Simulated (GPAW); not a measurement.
# LiF (Griceite, Fm-3m): the F K absorption edge, part 2 of 2

What does one-electron theory with a core hole give for the F K edge of LiF (Griceite, Fm-3m)?

GPAW 26.7.0; X-ray absorption from dipole matrix elements to empty bands, plane-wave PAW PBE.

So far. Step 2 (Ground state of the crystal): The mesh shows a gap of 9.06 eV, so the hole is first treated in a charged cell, without the excited electron. Step 3 (Spectrum without a core hole, F atom 1): Main maxima below 24 eV (height): 4.1 eV (1.40), 6.6 eV (3.37) and 10.5 eV (2.36). A K edge sees empty p states on the absorber.

## 5. Spectrum with FCH, F atom 1

The holes are 5.7 Å apart. In GPAW the data set carries the hole's charge, so charge=0 means a charged cell and charge=-1 a neutral one. The excited electron is left out and a uniform background balances the charge. After the field has converged, empty bands are computed with the density fixed and the dipole matrix elements are summed.

xas.py reads:

```python
import numpy as np
from ase import Atoms
from ase.parallel import parprint, paropen
from gpaw import GPAW, PW, FermiDirac, Mixer, MixerDif, setup_paths
from gpaw.test import gen
setup_paths.insert(0, '.')
gen('F', name='fch1s', xcname='PBE', corehole=(1, 0, 1), write_xml=True)

atoms = Atoms('F8Li8',
    cell=[[0, 4.028, 4.028],
     [4.028, 0, 4.028],
     [4.028, 4.028, 0]],
    scaled_positions=[[0.25, 0.25, 0.25],
     [0.25, 0.25, 0.75],
     [0.25, 0.75, 0.25],
     [0.75, 0.25, 0.25],
     [0.25, 0.75, 0.75],
     [0.75, 0.25, 0.75],
     [0.75, 0.75, 0.25],
     [0.75, 0.75, 0.75],
     [0, 0, 0],
     [0, 0, 0.5],
     [0, 0.5, 0],
     [0.5, 0, 0],
     [0, 0.5, 0.5],
     [0.5, 0, 0.5],
     [0.5, 0.5, 0],
     [0.5, 0.5, 0.5]],
    pbc=True)
atoms.calc = calc = GPAW(legacy_gpaw=True, mode=PW(500), xc='PBE', setups={0: 'fch1s'},
    kpts={'size': (4, 4, 4), 'gamma': True}, occupations=FermiDirac(0.02),
    charge=0, mixer=Mixer(0.1, 5, 50), maxiter=150,
    convergence={'density': 0.0001}, txt='scf.txt')
energy = atoms.get_potential_energy() + calc.get_reference_energy()
ef = calc.get_fermi_level()
out = dict(energy=energy, fermi=ef, forces=atoms.get_forces().tolist())
parprint(f'all-electron energy {energy:.4f} eV, Fermi level {ef:.4f} eV')
ev = np.array([[calc.get_eigenvalues(k, s) for k in range(len(calc.get_ibz_k_points()))] for s in range(calc.get_number_of_spins())])
out['homo'], out['lumo'], out['counts'] = ev[ev < ef].max(), ev[ev > ef].min(), sorted(set((ev < ef).sum((0, 2)).tolist()))
out['filled'] = (ev[:, 0] < ef).sum(1).tolist()

from gpaw.xas import XAS
nb = int(calc.get_number_of_electrons() / 2) + 81
top, nb = nb, nb + 8 + nb // 12
nscf = calc.fixed_density(kpts={'size': (5, 5, 5), 'gamma': True}, nbands=nb,
    convergence={'bands': top, 'eigenstates': 1e-5}, maxiter=60, txt='nscf.txt')
cell = atoms.cell.array
ops = [cell.T @ U.T @ np.linalg.inv(cell.T) for U in nscf.wfs.kd.symmetry.op_scc]
filled = [32]  # bands filled in the ground state, by spin
E = np.arange(-6, 34, 0.1)
fwhm = np.interp(E, [4, 25], [0.9, 3.5])
Y, X, zero, highest = 0, 0, 1e9, 1e9
for spin in range(nscf.get_number_of_spins()):
    xas = XAS(nscf, mode='all', center=0, spin=spin)
    eps = xas.eps_kn
    d = xas.sigma_cmkn  # core-to-band dipole matrix elements, k weights included
    T = np.einsum('amkn,bmkn->abkn', d, d.conj()).real
    T = sum(np.einsum('ai,ijkn,bj->abkn', R, T, R) for R in ops) / len(ops)
    empty = np.ones_like(eps, bool) & (np.arange(nb) >= filled[spin])
    zero, highest = min(zero, eps[empty].min()), min(highest, eps[:, top - 1].min())
    lines = [(eps, T, empty)] if spin == 0 else lines + [(eps, T, empty)]
for eps, T, empty in lines:
    f = np.einsum('aakn->akn', T).reshape(3, -1)
    x = eps.ravel() - zero
    w = np.interp(x, E, fwhm) / 2.35482
    g = np.exp(-0.5 * ((E[:, None] - x) / w) ** 2) / (w * (2 * np.pi) ** 0.5)
    Y = Y + (f * empty.ravel()) @ g.T
    X = X + (f * ~empty.ravel()) @ g.T
out.update(E=E.round(2).tolist(), xas=Y.tolist(), xes=X.tolist(), zero=zero, valid=highest - zero, nk=len(eps), nb=nb)
for i in range(0, len(E), 10):
    parprint(f'{E[i]:7.2f}', *(f'{v:10.3e}' for v in Y[:, i]))
import json
with paropen('out.json', 'w') as f:
    json.dump(out, f)
```

Run with:

```console
$ OMP_NUM_THREADS=1 python xas.py
```

Numbers of over 12 decimals in the logs are rounded to 6 here.

The program printed:

```text
Input parameters:
  convergence: {density: 0.0001}
  kpts: {gamma: True,
         size: (4, 4, 4)}
  maxiter: 150
  mixer: {backend: pulay,
          beta: 0.1,
          method: separate,
          nmaxold: 5,
          weight: 50}
  mode: {ecut: 500.0,
         name: pw}
  occupations: {fixmagmom: False,
                name: fermi-dirac,
                width: 0.02}
  setups: {0: fch1s}
  xc: PBE

Initialize ...

[... PAW data sets ...]

Reference energy: -22626.904032  # eV

Spin-paired calculation

[... convergence settings ...]
Symmetries present (total): 24
  [... symmetry matrices ...]

64 k-points: 4 x 4 x 4 Monkhorst-Pack grid + [1/8,1/8,1/8]
8 k-points in the irreducible part of the Brillouin zone
       k-points in crystal coordinates                weights
   0:     0.00000000    0.00000000    0.00000000          1/64
   1:     0.25000000    0.25000000    0.00000000          6/64
   2:     0.25000000    0.25000000    0.25000000          8/64
   3:     0.50000000    0.25000000   -0.25000000          6/64
   4:     0.50000000    0.25000000    0.25000000         12/64
   5:     0.50000000    0.50000000    0.00000000          3/64
   6:     0.50000000    0.50000000    0.25000000         24/64
   7:     0.50000000    0.50000000    0.50000000          4/64

Wave functions: Plane wave expansion
  Cutoff energy: 500.000 eV
  Number of coefficients (min, max): 3287, 3341
  Pulay-stress correction: 0.000000 eV/Ang^3 (de/decut=0.000000)
  Using FFTW library
  Wavefunction extrapolation:
    Improved wavefunction reuse through dual PAW basis

Occupation numbers: Fermi-Dirac:
  width: 0.0200  # eV

Eigensolver
   Davidson(niter=2)

Densities:
  Coarse grid: 30*30*30 grid
  Fine grid: 60*60*60 grid
  Total Charge: 1.000000

Density mixing:
  Method: separate
  Backend: pulay
  Linear mixing parameter: 0.1
  old densities: 5
  Width of damping distribution: 1.1
  Damping of long wavelength oscillations: 50

[... Hamiltonian set-up ...]
Number of atoms: 16
Number of atomic orbitals: 64
Number of bands in calculation: 43
Number of valence electrons: 64
Bands to converge: occupied

... initialized

Initializing position-dependent things.

Density initialized from atomic densities
Creating initial wave functions:
  43 bands from LCAO basis set

                          F
                    F
                     F
               F    Li   F
             Li   F

               Li   F
        Li   F    Li
            Li
             Li
       Li

Atomic positions and initial magnetic moments

Positions:
   0 F      2.014000    2.014000    2.014000    ( 0.0000,  0.0000,  0.0000)
   1 F      4.028000    4.028000    2.014000    ( 0.0000,  0.0000,  0.0000)
   2 F      4.028000    2.014000    4.028000    ( 0.0000,  0.0000,  0.0000)
   3 F      2.014000    4.028000    4.028000    ( 0.0000,  0.0000,  0.0000)
   4 F      6.042000    4.028000    4.028000    ( 0.0000,  0.0000,  0.0000)
   5 F      4.028000    6.042000    4.028000    ( 0.0000,  0.0000,  0.0000)
   6 F      4.028000    4.028000    6.042000    ( 0.0000,  0.0000,  0.0000)
[...]
13 Li     2.014000    4.028000    2.014000    ( 0.0000,  0.0000,  0.0000)
  14 Li     2.014000    2.014000    4.028000    ( 0.0000,  0.0000,  0.0000)
  15 Li     4.028000    4.028000    4.028000    ( 0.0000,  0.0000,  0.0000)

Unit cell:
           periodic     x           y           z      points  spacing
  1. axis:    yes    0.000000    4.028000    4.028000    30     0.1550
  2. axis:    yes    4.028000    0.000000    4.028000    30     0.1550
  3. axis:    yes    4.028000    4.028000    0.000000    30     0.1550

  Lengths:   5.696452   5.696452   5.696452
  Angles:   60.000000  60.000000  60.000000

Effective grid spacing dv^(1/3) = 0.1692

iter:   1   -95.197171
iter:   2   -94.500257   -1.66  -1.20
iter:   3   -93.575240   -1.27  -1.25
iter:   4   -93.856846   -1.80  -1.43
iter:   5   -93.729597   -1.55  -1.76
iter:   6   -93.695276   -2.90  -2.21
iter:   7   -93.693222   -3.37  -2.80
iter:   8   -93.692086c  -3.89  -2.87
iter:   9   -93.692455c  -3.57  -3.03
iter:  10   -93.691427c  -4.31  -2.95
iter:  11   -93.691433c  -4.95  -3.71
iter:  12   -93.691419c  -6.06  -3.91
iter:  13   -93.691419c  -7.38  -4.24c
iter:  14   -93.691420c  -6.81  -4.32c
iter:  15   -93.691420c  -7.07  -4.40c
iter:  16   -93.691420c  -8.68c -4.66c

Converged after 16 iterations.

Dipole moment: (-1.435037, -1.435037, -1.435037) |e|*Ang

Energy contributions relative to reference atoms: (reference = -22626.904032)

Kinetic:        +90.334826
Potential:     -106.186430
External:        +0.000000
XC:             -79.837594
Entropy (-ST):   -0.000000
Local:           +1.997778
SIC:             +0.000000
--------------------------
Free energy:    -93.691420
Extrapolated:   -93.691420

Showing only first 2 kpts
 Kpt  Band  Eigenvalues  Occupancy
  0    30     -0.00910    2.00000
  0    31     -0.00910    2.00000
  0    32      7.58897    0.00000
  0    33     10.06092    0.00000

  1    30     -0.11943    2.00000
  1    31     -0.11891    2.00000
  1    32      8.20860    0.00000
[...]
Fermi level: 2.75660

Gap: 7.598 eV
Transition (v -> c):
  (s=0, k=0, n=31, [0.00, 0.00, 0.00]) -> (s=0, k=0, n=32, [0.00, 0.00, 0.00])
No difference between direct/indirect transitions

Forces in eV/Ang:
  0 F     0.00000   -0.00000   -0.00000
  1 F    -0.00000   -0.00000   -0.00000
  2 F     0.00000   -0.00000    0.00000
  3 F    -0.00000   -0.00000   -0.00000
  4 F     0.00000   -0.00000   -0.00000
  5 F     0.00000    0.00000   -0.00000
  6 F     0.00000   -0.00000    0.00000
[...]
13 Li   -0.00000    1.78622    0.00000
 14 Li    0.00000    0.00000    1.78622
 15 Li    0.00000    0.00000   -0.00000
Scalar-relativistic atomic PBE calculation for F (Fluorine, Z=9)
Core hole in 1s state (1s occupation: 1.0)
300 radial gridpoints.
|------------------------------------------------|
|------------------------------------------------|
[... the atom generator's iteration count ...]

Energy contributions:
-------------------------
Kinetic:      +73.588488
XC:            -7.935782
Potential:   -139.373169
-------------------------
Total:        -73.720463

state      eigenvalue         ekin         rmax
-----------------------------------------------
1s^1.0 :   -27.692732    39.310127        0.112
2s^2.0 :    -1.892673     5.152084        0.708
2p^5.0 :    -1.207400     4.794839        0.607
-----------------------------------------------
(units: Bohr and Hartree)

Generating PAW setup
Kinetic energy of the core from tauc = 39.350845
Cutoffs:
rc(s)=1.200
rc(p)=1.200
rc(d)=1.200
rc(vbar)=1.080
rc(comp)=1.200
rc(nct)=1.200

Kinetic energy of the core states: 39.310127
Charge: 1.0
Core electrons: 1.0
Valence electrons: 7.0
Pseudo-core charge: 0.000097
Shape function alpha=6.944
Pseudo-electron charge 5.400158
state    eigenvalue         norm
--------------------------------
2s(2) :    -1.892673     1.038845
*s    :    -0.892673
2p(5) :    -1.207400     0.664474
*p    :    -0.207400
*d    :     0.000000
--------------------------------

Diagonalizing with gridspacing h=0.050

state   all-electron     PAW
-------------------------------
2s:      -1.892673    -1.894840
2p:      -1.207400    -1.210195
*d:                   -0.059772
*f:                   -0.013415
-------------------------------
all-electron energy -22720.5955 eV, Fermi level 2.7566 eV
[...]
31.00  2.060e-05  2.060e-05  2.060e-05
  32.00  1.387e-05  1.387e-05  1.387e-05
  33.00  1.517e-05  1.517e-05  1.517e-05
```

It took 81 s on 1 thread of Intel Xeon 6975P-C (Granite Rapids), shared host; peak memory 0.37 GiB.

The F K spectrum, F atom 1, full core hole (charged cell) (energy from the lowest empty level; intensity scaled to a mean of 1 over the first 20 eV):

```
E (eV)  intensity
  -2.0       0.00
  -1.5       0.00
  -1.0       0.00
  -0.5       0.00
   0.0       0.02
   0.5       0.10
   1.0       0.18
   1.5       0.22
   2.0       0.64
   2.5       1.89
   3.0       2.62
   3.5       2.67
   4.0       2.71
   4.5       2.72
   5.0       2.70
   5.5       3.08
   6.0       2.78
   6.5       2.25
   7.0       1.83
   7.5       1.34
   8.0       1.04
   8.5       0.88
   9.0       0.72
   9.5       0.67
  10.0       0.83
  10.5       1.14
  11.0       1.35
  11.5       1.22
  12.0       0.85
  12.5       0.51
  13.0       0.32
  13.5       0.24
  14.0       0.21
  14.5       0.19
  15.0       0.19
  15.5       0.18
  16.0       0.17
  16.5       0.16
  17.0       0.15
  17.5       0.15
  18.0       0.16
  18.5       0.18
  19.0       0.20
  19.5       0.25
  20.0       0.31
  20.5       0.40
  21.0       0.49
  21.5       0.59
  22.0       0.68
  22.5       0.76
  23.0       0.83
  23.5       0.92
  24.0       1.04
  24.5       1.21
  25.0       1.42
  25.5       1.66
  26.0       1.90
  26.5       2.10
  27.0       2.22
  27.5       2.23
  28.0       2.14
  28.5       1.95
  29.0       1.69
  29.5       1.40
```

Main maxima below 24 eV (height): 4.3 eV (2.77), 5.6 eV (3.09) and 11.1 eV (1.35). 

The hole costs E(hole) − E(ground) = 689.74 eV, and the lowest empty level of the hole cell on the spectrum's mesh lies at 7.59 eV, which puts the zero at 697.33 eV. One term is added: -9.97 eV, since the hole is spin-paired here and a spin-polarised one costs that much less in the free atom (computed apart). The photon energy is then 687.36 eV. The functional and the charged cell's background leave an error of a few eV in such absolute values.

## 6. Excitation energy, F atom 1

With the excited electron kept in the cell the system stays neutral, and the energy difference is an excitation energy by itself. In a small cell that electron takes up a good share of the lowest empty band, or all of one, which shifts the value from the true onset.

Changed against the first core-hole run: core hole to XCH, with the smearing that suits a partly filled band.

scf.py reads:

```python
import numpy as np
from ase import Atoms
from ase.parallel import parprint, paropen
from gpaw import GPAW, PW, FermiDirac, Mixer, MixerDif, setup_paths
from gpaw.test import gen
setup_paths.insert(0, '.')
gen('F', name='fch1s', xcname='PBE', corehole=(1, 0, 1), write_xml=True)

atoms = Atoms('F8Li8',
    cell=[[0, 4.028, 4.028],
     [4.028, 0, 4.028],
     [4.028, 4.028, 0]],
    scaled_positions=[[0.25, 0.25, 0.25],
     [0.25, 0.25, 0.75],
     [0.25, 0.75, 0.25],
     [0.75, 0.25, 0.25],
     [0.25, 0.75, 0.75],
     [0.75, 0.25, 0.75],
     [0.75, 0.75, 0.25],
     [0.75, 0.75, 0.75],
     [0, 0, 0],
     [0, 0, 0.5],
     [0, 0.5, 0],
     [0.5, 0, 0],
     [0, 0.5, 0.5],
     [0.5, 0, 0.5],
     [0.5, 0.5, 0],
     [0.5, 0.5, 0.5]],
    pbc=True)
atoms.calc = calc = GPAW(legacy_gpaw=True, mode=PW(500), xc='PBE', setups={0: 'fch1s'},
    kpts={'size': (4, 4, 4), 'gamma': True}, occupations=FermiDirac(0.04),
    charge=-1, mixer=Mixer(0.1, 5, 50), maxiter=150,
    convergence={'density': 0.0001}, txt='scf.txt')
energy = atoms.get_potential_energy() + calc.get_reference_energy()
ef = calc.get_fermi_level()
out = dict(energy=energy, fermi=ef, forces=atoms.get_forces().tolist())
parprint(f'all-electron energy {energy:.4f} eV, Fermi level {ef:.4f} eV')
ev = np.array([[calc.get_eigenvalues(k, s) for k in range(len(calc.get_ibz_k_points()))] for s in range(calc.get_number_of_spins())])
out['homo'], out['lumo'], out['counts'] = ev[ev < ef].max(), ev[ev > ef].min(), sorted(set((ev < ef).sum((0, 2)).tolist()))
out['filled'] = (ev[:, 0] < ef).sum(1).tolist()
import json
with paropen('out.json', 'w') as f:
    json.dump(out, f)
```

Run with:

```console
$ OMP_NUM_THREADS=1 python scf.py
```

The program printed:

```text
Input parameters:
  charge: -1
  convergence: {density: 0.0001}
  kpts: {gamma: True,
         size: (4, 4, 4)}
  maxiter: 150
  mixer: {backend: pulay,
          beta: 0.1,
          method: separate,
          nmaxold: 5,
          weight: 50}
  mode: {ecut: 500.0,
         name: pw}
  occupations: {fixmagmom: False,
                name: fermi-dirac,
                width: 0.04}
  setups: {0: fch1s}
  xc: PBE

[...]
--------------------------------
2s(2) :    -1.892673     1.038845
*s    :    -0.892673
2p(5) :    -1.207400     0.664474
*p    :    -0.207400
*d    :     0.000000
--------------------------------

Diagonalizing with gridspacing h=0.050

state   all-electron     PAW
-------------------------------
2s:      -1.892673    -1.894840
2p:      -1.207400    -1.210195
*d:                   -0.059772
*f:                   -0.013415
-------------------------------
all-electron energy -22712.2063 eV, Fermi level 8.8600 eV
[key lines of the parts left out:]
Converged after 14 iterations.
Dipole moment: (-0.779348, -0.779348, -0.779348) |e|*Ang
Free energy:    -85.305476
Fermi level: 8.85995
```

Elapsed: 22 s, on 1 thread; peak memory 0.25 GiB.

The total-energy difference is 698.13 eV. With the free-atom term of -9.97 eV for this edge, the photon energy is 688.16 eV.

## 7. What the core hole does

Both curves are counted from their own zero, so only the shift of weight within the empty states shows.

```
E (eV)  no hole   FCH
  -2.0     0.00  0.00
  -1.0     0.00  0.00
   0.0     0.02  0.02
   1.0     0.21  0.18
   2.0     0.67  0.64
   3.0     1.08  2.62
   4.0     1.39  2.71
   5.0     1.53  2.70
   6.0     2.80  2.78
   7.0     3.14  1.83
   8.0     1.45  1.04
   9.0     1.02  0.72
  10.0     2.12  0.83
  11.0     2.03  1.35
  12.0     0.86  0.85
  13.0     0.38  0.32
  14.0     0.26  0.21
  15.0     0.21  0.19
  16.0     0.17  0.17
  17.0     0.16  0.15
  18.0     0.16  0.16
  19.0     0.21  0.20
  20.0     0.30  0.31
  21.0     0.42  0.49
  22.0     0.48  0.68
  23.0     0.49  0.83
  24.0     0.55  1.04
  25.0     0.78  1.42
  26.0     1.18  1.90
  27.0     1.58  2.22
  28.0     1.73  2.14
  29.0     1.51  1.69
```

With each curve scaled to its own mean, the area from −2 to 6 eV with the hole is 10.5 against 6.1, and the centre of weight from −1 to 20 eV moves by -1.1 eV: the hole pulls the absorber's empty states down.

## 8. Outcome

| Property | Result |
| --- | --- |
| absorber and edge | F K, atom 1 of the ground-state input (counted from 1) |
| surroundings | 6 Li at 2.01 Å (octahedral, site symmetry m-3m) |
| highest intensity below 16 eV | 5.6 eV above the zero, height 3.09 |
| photon energy of the zero, with the added terms | 687.4 eV (raw 697.3 eV; uncertain by a few eV) |

What this shows: The F K edge of atom 1, with 6 Li at 2.01 Å (octahedral, site symmetry m-3m), has its highest intensity of the first 16 eV at 5.6 eV above the zero, near 693 eV in photon energy (uncertain by a few eV), 3.1 times the mean level of the first 20 eV (Gaussian full width 0.9 eV up to 4 eV, rising linearly to 3.5 eV at 25 eV). With each curve scaled to its own mean, the area from −2 to 6 eV with the hole is 10.5 against 6.1, and the centre of weight from −1 to 20 eV moves by -1.1 eV: the hole pulls the absorber's empty states down. The neutral-cell energy lies +0.8 eV from the charged-cell zero, a gap made of the charged-cell error and of where the added electron settles. The holes are only 5.7 Å apart, so the shape is probably not converged with cell size; no larger cell was run here. The mesh is coarse (0.27 Å⁻¹ between points), so small maxima may be mesh ripples. Lifetime broadening is put in by hand, and intensities beyond about 20 eV depend on it and on the partial waves. The structure is a published determination, not relaxed.

[Banner, clock and machine lines of the logs are left out without a mark of their own.]

[Logs are printed without paths, hosts, clocks, repeated set-up lines and the standing remarks that a program may print on its own settings, such as how far it seeks lower states.]

[Hosts, paths, dates, database ids (printed as entryN), source tags and the programs' standing remarks are cut or masked in the printed files.]

[Lists of maxima count a maximum above −3 eV only where it reaches 4 % of the highest in the window and stands out from its surroundings by 2 % of it (1.5 % where it reaches 55 %); shoulders and weaker maxima are passed over, and of the rest the first, up to two pre-edge ones and the few strongest are named.]
